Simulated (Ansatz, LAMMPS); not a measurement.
# Electronic structure of glassy 75SiO2-10Al2O3-5Li2O-5CaO-5Cr2O3 (mol %) (130 atoms), part 2 of 2

Aim: energy, forces, charges and density of states of glassy 75SiO2-10Al2O3-5Li2O-5CaO-5Cr2O3 (mol %) (130 atoms) at a fixed geometry.

Ansatz 0.2.0; Kohn-Sham DFT, LDA, PAW (set soft_2), plane waves.

The cell: 30 Si, 8 Al, 4 Li, 2 Ca, 4 Cr and 82 O. The quench rate of 1000 K/ps is many orders above laboratory rates. The starting topology of bonds comes from the classical model. Without a Hubbard term or exact exchange, open shells on Cr are likely too delocalised. Only the Γ point is sampled, in a cell whose shortest periodic width is 12 Å.

So far. Step 3 (Plane-wave single point): Neighbours are counted within 2.12 Å (O-Si), 2.38 Å (O-Al), 2.58 Å (O-Cr), 2.33 Å (O-Li), 2.83 Å (O-Ca).

## Step 3: Plane-wave single point (continued)

Löwdin charges by element and coordination (they lack the spilled electrons, 0.067 e an atom on average):

```csv
element,coordination,atoms,mean charge (e),spread,least,most
Al,all,8,1.32,0.0359,1.26,1.38
Ca,all,2,1.77,0.0176,1.75,1.78
Ca,4,1,1.78,0,1.78,1.78
Ca,5,1,1.75,0,1.75,1.75
Cr,all,4,1.27,0.0353,1.23,1.32
Li,all,4,0.804,0.0189,0.785,0.828
Li,2,1,0.786,0,0.786,0.786
Li,3,3,0.810,0.0181,0.785,0.828
O,all,82,-0.796,0.0565,-0.996,-0.720
O,2,56,-0.782,0.0355,-0.940,-0.720
O,3,24,-0.826,0.0814,-0.996,-0.724
O,4,2,-0.804,0.0052,-0.809,-0.799
Si,all,30,1.72,0.0341,1.65,1.77
```

Magnetic moments by element and coordination:

```csv
element,coordination,atoms,mean moment (μB),spread,least,most
Al,all,8,5.0e-4,5.0e-4,0,0.0014
Ca,all,2,0.0012,0.0011,1.0e-4,0.0023
Ca,4,1,1.0e-4,0,1.0e-4,1.0e-4
Ca,5,1,0.0023,0,0.0023,0.0023
Cr,all,4,2.21,0.0378,2.15,2.25
Li,all,4,9.0e-4,3.0e-4,4.0e-4,0.0013
Li,2,1,0.0011,0,0.0011,0.0011
Li,3,3,9.0e-4,3.0e-4,4.0e-4,0.0013
O,all,82,0.0038,0.0102,-0.0189,0.0387
O,2,56,0.0028,0.0079,-0.0028,0.0334
O,3,24,0.0073,0.0131,-0.0095,0.0387
O,4,2,-0.0119,0.007,-0.0189,-0.005
Si,all,30,6.0e-4,8.0e-4,-1.0e-4,0.0028
```

States in the cell by windows of 1 eV, zero at the Fermi level; the larger projections on atomic orbitals stand beside the total:

| from (eV) | to (eV) | total up | total down | O p | Cr d |
| --- | --- | --- | --- | --- | --- |
| -18 | -17 | 2.0 | 2.0 | 0.0 | 0.1 |
| -17 | -16 | 0.1 | 0.1 | 0.0 | 0.0 |
| -16 | -13 | 0.0 | 0.0 | 0.0 | 0.0 |
| -13 | -12 | 2.3 | 2.3 | 3.1 | 0.0 |
| -12 | -11 | 6.8 | 6.8 | 9.2 | 0.0 |
| -11 | -10 | 7.8 | 7.7 | 10.8 | 0.0 |
| -10 | -9 | 14.1 | 14.0 | 20.6 | 0.1 |
| -9 | -8 | 18.2 | 18.0 | 27.7 | 0.2 |
| -8 | -7 | 23.6 | 22.4 | 35.8 | 0.9 |
| -7 | -6 | 29.3 | 29.3 | 48.3 | 1.3 |
| -6 | -5 | 39.6 | 39.2 | 69.2 | 1.7 |
| -5 | -4 | 43.4 | 43.0 | 78.7 | 1.9 |
| -4 | -3 | 42.5 | 43.5 | 80.2 | 1.7 |
| -3 | -2 | 18.0 | 19.2 | 35.2 | 0.7 |
| -2 | -1 | 3.5 | 0.6 | 1.5 | 2.5 |
| -1 | 0 | 9.4 | 0.0 | 2.4 | 6.4 |
| 0 | 1 | 5.6 | 0.2 | 1.3 | 3.8 |
| 1 | 2 | 2.8 | 15.5 | 2.2 | 12.8 |
| 2 | 3 | 2.1 | 7.3 | 1.1 | 3.9 |
| 3 | 4 | 11.7 | 11.4 | 1.7 | 0.2 |
| 4 | 5 | 16.0 | 16.1 | 2.6 | 0.2 |

Between -26 and -18 eV lie 172 more states.

About 43 of the 724 electrons lie in deeper levels, below the stored range.

Not all projections were asked for or kept, so they needn't add up to the total.

The levels nearest the highest filled one (over half full), pooled over k-points and spins:

| level less the highest filled one (eV) | occupation |
| --- | --- |
| -0.496 | 1 |
| -0.471 | 1 |
| -0.183 | 1 |
| -0.170 | 1 |
| -0.154 | 1 |
| 0 | 0.915 |
| 0.126 | 0.067 |
| 0.159 | 0.018 |
| 0.258 | 0 |
| 0.440 | 0 |
| 0.561 | 0 |
| 0.979 | 0 |

Spin density in the bc plane at fractional x = 0.379, with atoms of Si and Ca and Cr and O within 0.2 Å of it.

Ten even steps from '0' (-0.1 e/Å³) to '9' (3.7 e/Å³), each cell a mean:
```
0000000000000000000000000000000000
0000000000000000000000000000000000
0000000000000000000000000000000000
0000000000000000000000000000000000
0000000000000000000000000000000000
0000000000000000000000000000000000
0000000000000000000000000000000000
0000000000000000000000000000000000
0000000000000000000000000000000000
0000000000000000000000000000000000
0000000000000000000000000000000000
0000000000000000000000000000000000
0000000000000000000000000000000000
0000000000000000000000000000000000
0000243000000000000000000000000000
0000596100000000000000000000000000
0000231000000000000000000000000000
0000000000000000000000000000000000
0000000000000000000000000000000000
0000000000000000000000000000000000
0000000000000000000000000000000000
0000000000000000000000000000000000
0000000000000000000000000000000000
0000000000000000000000000000000000
```
Columns run along b (11.9 Å), rows up along c (11.9 Å). Atoms in or near the plane, at fractional coordinates: Si at (0.98, 0.17), Si at (0.73, 0.54), Ca at (0.78, 0.94), Cr at (0.16, 0.35), O at (0.13, 0.18), O at (0.05, 0.46), O at (0.30, 0.41), O at (0.93, 0.06).

Valence density in the bc plane at fractional x = 0.379, with atoms of Si and Ca and Cr and O within 0.2 Å of it. It is the smooth field of the valence electrons, not physical close to the nuclei.

Ten steps, logarithmic in the rise over the least value, from '0' (0 e/Å³) to '9' (18 e/Å³), each cell a mean:
```
0000122210000000000000003576521111
1122111100000000000000013677520000
2344211100000111100000002455310001
2344221111001233210000000111000001
1222122332112344310000000000000000
0100012333212333200000000000000000
1110001222111111000000000000000001
2210000011112110000000000000000012
3321000000122210000001111111222112
2211000000122210000001122123454322
2221000000011110000000111124565421
4553100000111100000000122122343222
5775210013332111110001234321111012
5665322236764211221101355420000002
2334687446764211221101344310000000
0114899534432101111000122100000000
1012676311110000000000000000000111
1112332100000000000000000000001122
2235664200000000000000000000001222
1246775211111000000000000000001110
1234554222333100000000000000012332
2111222223454210000000000000124664
2100011222343100000000000000136775
1000112211111000000000001233224553
```
Columns run along b (11.9 Å), rows up along c (11.9 Å). Atoms in or near the plane, at fractional coordinates: Si at (0.98, 0.17), Si at (0.73, 0.54), Ca at (0.78, 0.94), Cr at (0.16, 0.35), O at (0.13, 0.18), O at (0.05, 0.46), O at (0.30, 0.41), O at (0.93, 0.06).

Mean Löwdin charges: Al +1.32, Ca +1.77, Cr +1.27, Li +0.80, O -0.80, Si +1.72 e (they miss 1.2 % of the electrons, so they add up to more than the cell's charge). The cell holds a total moment of 12.0 μB; no search proves this magnetic order the lowest. Within 0.4 eV of the Fermi level the largest share is Cr d (70 % of the projected weight).

## Step 4: Distances and neighbours

Bonds and neighbours are counted at the geometry of the runs.

Density 2.62 g/cm³, 13.08 Å³ an atom.

g(r), total and by pair (bins of 0.2 Å):

| r (Å) | total | O-O | O-Si | O-Al | O-Cr | O-Li | O-Ca |
| --- | --- | --- | --- | --- | --- | --- | --- |
| 1.50 | 1.62 | 0.00 | 5.60 | 0.00 | 0.00 | 0.00 | 0.00 |
| 1.70 | 2.73 | 0.00 | 7.14 | 8.40 | 0.00 | 0.00 | 0.00 |
| 1.90 | 0.51 | 0.00 | 0.00 | 2.06 | 6.40 | 2.73 | 0.00 |
| 2.10 | 0.22 | 0.00 | 0.00 | 0.23 | 2.38 | 2.86 | 0.00 |
| 2.30 | 0.12 | 0.00 | 0.00 | 0.00 | 1.16 | 0.00 | 3.79 |
| 2.50 | 1.12 | 2.49 | 0.00 | 0.16 | 0.35 | 1.00 | 2.54 |
| 2.70 | 1.42 | 3.37 | 0.04 | 0.00 | 0.30 | 0.29 | 0.00 |
| 2.90 | 0.79 | 1.25 | 0.13 | 0.12 | 0.26 | 0.26 | 0.00 |
| 3.10 | 1.03 | 0.86 | 0.11 | 1.28 | 0.66 | 1.25 | 0.00 |
| 3.30 | 0.83 | 0.74 | 0.76 | 1.03 | 0.56 | 0.78 | 0.00 |
| 3.50 | 0.87 | 0.62 | 1.31 | 0.83 | 0.35 | 1.18 | 0.99 |
| 3.70 | 0.85 | 0.64 | 1.34 | 0.67 | 1.52 | 0.77 | 0.29 |
| 3.90 | 1.12 | 0.70 | 1.83 | 1.35 | 1.35 | 1.09 | 1.10 |
| 4.10 | 1.24 | 0.62 | 1.91 | 1.83 | 2.46 | 1.83 | 1.00 |
| 4.30 | 1.18 | 0.82 | 1.57 | 1.91 | 1.12 | 0.78 | 1.82 |
| 4.50 | 1.06 | 1.02 | 1.01 | 0.92 | 1.54 | 1.01 | 1.43 |
| 4.70 | 1.05 | 1.24 | 0.72 | 0.94 | 0.93 | 1.13 | 1.48 |
| 4.90 | 1.05 | 1.52 | 0.62 | 0.56 | 0.69 | 0.86 | 1.20 |
| 5.10 | 1.04 | 1.47 | 0.62 | 0.63 | 0.40 | 0.79 | 1.26 |
| 5.30 | 0.95 | 1.20 | 0.63 | 0.66 | 0.73 | 1.10 | 0.88 |
| 5.50 | 0.91 | 0.90 | 1.00 | 1.02 | 0.34 | 0.61 | 0.68 |
| 5.70 | 0.90 | 0.76 | 1.00 | 0.82 | 0.83 | 1.08 | 0.89 |
| 5.90 | 1.00 | 0.90 | 1.03 | 1.16 | 1.13 | 1.19 | 1.07 |

Bonds by pair of elements; cutoffs follow the first minimum of g(r), held within bounds set by covalent radii, and pairs that aren't listed don't count as bonded:

```csv
pair A-B,cutoff (Å),bonds,mean length (Å),spread (Å),shortest (Å),B about A,A about B
O-Si,2.12,120,1.61,0.045,1.51,1.46,4
O-Al,2.38,32,1.76,0.101,1.64,0.39,4
O-Cr,2.58,20,2.02,0.183,1.82,0.244,5
O-Li,2.33,11,2.02,0.076,1.92,0.134,2.75
O-Ca,2.83,9,2.43,0.11,2.26,0.11,4.5
```

How many atoms have how many bonded neighbours:

| element | mean | 2 | 3 | 4 | 5 |
| --- | --- | --- | --- | --- | --- |
| Al | 4 | 0 | 0 | 8 | 0 |
| Ca | 4.5 | 0 | 0 | 1 | 1 |
| Cr | 5 | 0 | 0 | 0 | 4 |
| Li | 2.75 | 1 | 3 | 0 | 0 |
| O | 2.34 | 56 | 24 | 2 | 0 |
| Si | 4 | 0 | 0 | 30 | 0 |

Bond angles (no mean is given where the spread exceeds 20°):

| angle | count | mean (°) | spread (°) |
| --- | --- | --- | --- |
| O-Si-O | 180 | 109 | 6.7 |
| O-Al-O | 48 | 109 | 11.2 |
| Si-O-Si | 41 | 149 | 13.3 |
| O-Cr-O | 40 | - | - |
| Al-O-Si | 32 | 134 | 19.8 |

Oxygen atoms by the number of network formers (Si, P, Ge, B, Al, As, Ga) bound to them:

| network formers bound to O | O atoms | per cent |
| --- | --- | --- |
| 0 | 1 | 1.2 |
| 1 | 13 | 15.9 |
| 2 | 65 | 79.3 |
| 3 | 3 | 3.7 |

Network units: each former by its oxygen neighbours and how many of them bridge to another former:

```
former  O neighbours  bridging O  atoms
    Si             4           2      2
    Si             4           3      8
    Si             4           4     20
    Al             4           3      1
    Al             4           4      7
```

Bond length by coordination (bonds to H left out):

```
element  coordination  atoms  mean bond length (Å)
     Ca             4      1                  2.38
     Ca             5      1                  2.47
     Li             2      1                  2.05
     Li             3      3                  2.01
      O             2     56                  1.63
      O             3     24                  1.88
      O             4      2                  1.98
```

Rings of the network by King's shortest-path rule, up to 12 atoms, one path for each pair of neighbours; H, halogens, alkali and alkaline-earth atoms are left out, and the last column divides by all other atoms, bonded or not:

| ring size (atoms) | rings | per network atom |
| --- | --- | --- |
| 4 | 4 | 0.032 |
| 6 | 7 | 0.056 |
| 8 | 17 | 0.137 |
| 10 | 30 | 0.242 |
| 12 | 32 | 0.258 |

First main peaks of g(r), for some of the pairs, lie near 2.6 Å (O-O), 1.6 Å (O-Si), 1.7 Å (O-Al), 1.9 Å (O-Cr), 2.0 Å (O-Li) and 2.4 Å (O-Ca). With the cutoffs above, all Al atoms have 4, 50 % of Ca atoms have 4 and as many 5, all Cr atoms have 5 and 75 % of Li atoms have 3 bonded neighbours. The O-Si-O angle averages 109° with a spread of 7°. Counting bonds to Si and Al alone, not to Cr, 79 % of the oxygens join two of these atoms and 16 % one; 4 % join three; 1 % join none. The commonest Si unit has 4 oxygens, 4 of them shared with other formers (20 of 30 atoms). Rings of 12 atoms are the most common (36 % of those counted); sizes run from 4 to 12, where the search stops.

Local excerpt of 15 atoms (numbers count through the whole input) about O100, which has 4 bonded neighbours where the commonest count for O is 2; x, y, z are measured from there.

| atom | x | y | z | distance (Å) | bonds | Löwdin charge (e) | moment (μB) | Fx | Fy | Fz (eV/Å) |
| --- | --- | --- | --- | --- | --- | --- | --- | --- | --- | --- |
| O100 | 0.00 | 0.00 | 0.00 | 0.00 | 4 | -0.80 | 0.00 | -0.70 | 0.31 | -0.13 |
| Si12 | 0.96 | -0.39 | 1.28 | 1.65 | 4 | 1.72 | 0.00 | 0.85 | 0.75 | -0.02 |
| Al33 | 0.98 | 0.86 | -1.33 | 1.86 | 4 | 1.31 | 0.00 | -0.20 | 0.05 | -0.72 |
| Li39 | -1.49 | 1.47 | 0.39 | 2.13 | 3 | 0.79 | 0.00 | 0.21 | 0.18 | 0.32 |
| Cr47 | -1.85 | -1.21 | -0.47 | 2.26 | 5 | 1.29 | 2.23 | -0.59 | -1.07 | 0.04 |
| O104 | 1.78 | 0.96 | 1.60 | 2.58 | 2 | -0.77 | 0.00 | -0.64 | 0.57 | -0.03 |
| O124 | 2.03 | -1.51 | 0.88 | 2.67 | 3 | -0.78 | -0.01 | 1.04 | -0.83 | -0.10 |
| O125 | 0.22 | -0.69 | 2.66 | 2.76 | 2 | -0.75 | 0.00 | -0.35 | -0.73 | 0.60 |
| O126 | 0.27 | 0.56 | -2.86 | 2.93 | 2 | -0.83 | 0.00 | 1.17 | 0.07 | -0.12 |
| O54 | 2.63 | 0.39 | -1.36 | 2.99 | 2 | -0.80 | 0.00 | -0.32 | 0.38 | 0.38 |
| O62 | 1.14 | -2.33 | -1.47 | 2.99 | 2 | -0.81 | 0.00 | 1.11 | 0.72 | 1.09 |
| O73 | -2.96 | 0.08 | 0.47 | 3.00 | 3 | -0.82 | 0.01 | 1.44 | -0.27 | -0.91 |
| O53 | -1.95 | -0.45 | -2.24 | 3.00 | 3 | -0.83 | 0.03 | -1.19 | -0.63 | 0.93 |
| O129 | -1.31 | -2.62 | 0.66 | 3.00 | 2 | -0.76 | 0.03 | -0.72 | 1.60 | -0.45 |
| O70 | 1.01 | 2.58 | -1.26 | 3.04 | 2 | -0.82 | 0.00 | -0.35 | 0.11 | 0.54 |

The column of bonds counts only the pairs O-Si within 2.12 Å, O-Al within 2.38 Å, O-Cr within 2.58 Å, O-Li within 2.33 Å, O-Ca within 2.83 Å; other neighbours, such as metal atoms beside each other in a compound, aren't counted, and periodic images can show an atom twice.

## Step 5: Results

```
free energy per atom       : -659.0079 eV/atom
pressure                   : -0.8407 GPa
r.m.s. force component     : 0.8615 eV/Å
wall time of the 1 DFT run : 2.5 min
```

In words: 2 levels are partly filled, by over 2 % (at Γ alone): at this level the cell shows no clear gap. Levels of broken or missing bonds inside a gap of the host would look the same. The cell holds a total moment of 12.0 μB; no search proves this magnetic order the lowest. With the cutoffs above, all Al atoms have 4, 50 % of Ca atoms have 4 and as many 5, all Cr atoms have 5 and 75 % of Li atoms have 3 bonded neighbours.

**Limits.** The geometry was minimised with a classical potential after classical dynamics and isn't relaxed at this level: its force components are 0.86 eV/Å r.m.s. The run was spin polarised, started with 4 parallel moments, ending at 12.0 μB in the cell; that starting order needn't be the real material's, and it bears on forces, charges and levels.

[Logs are printed without paths, hosts, clocks, repeated set-up lines and the standing remarks that a program may print on its own settings, such as how far it seeks lower states.]

[Hosts, paths, dates, database ids (printed as entryN), source tags and the programs' standing remarks are cut or masked in the printed files.]
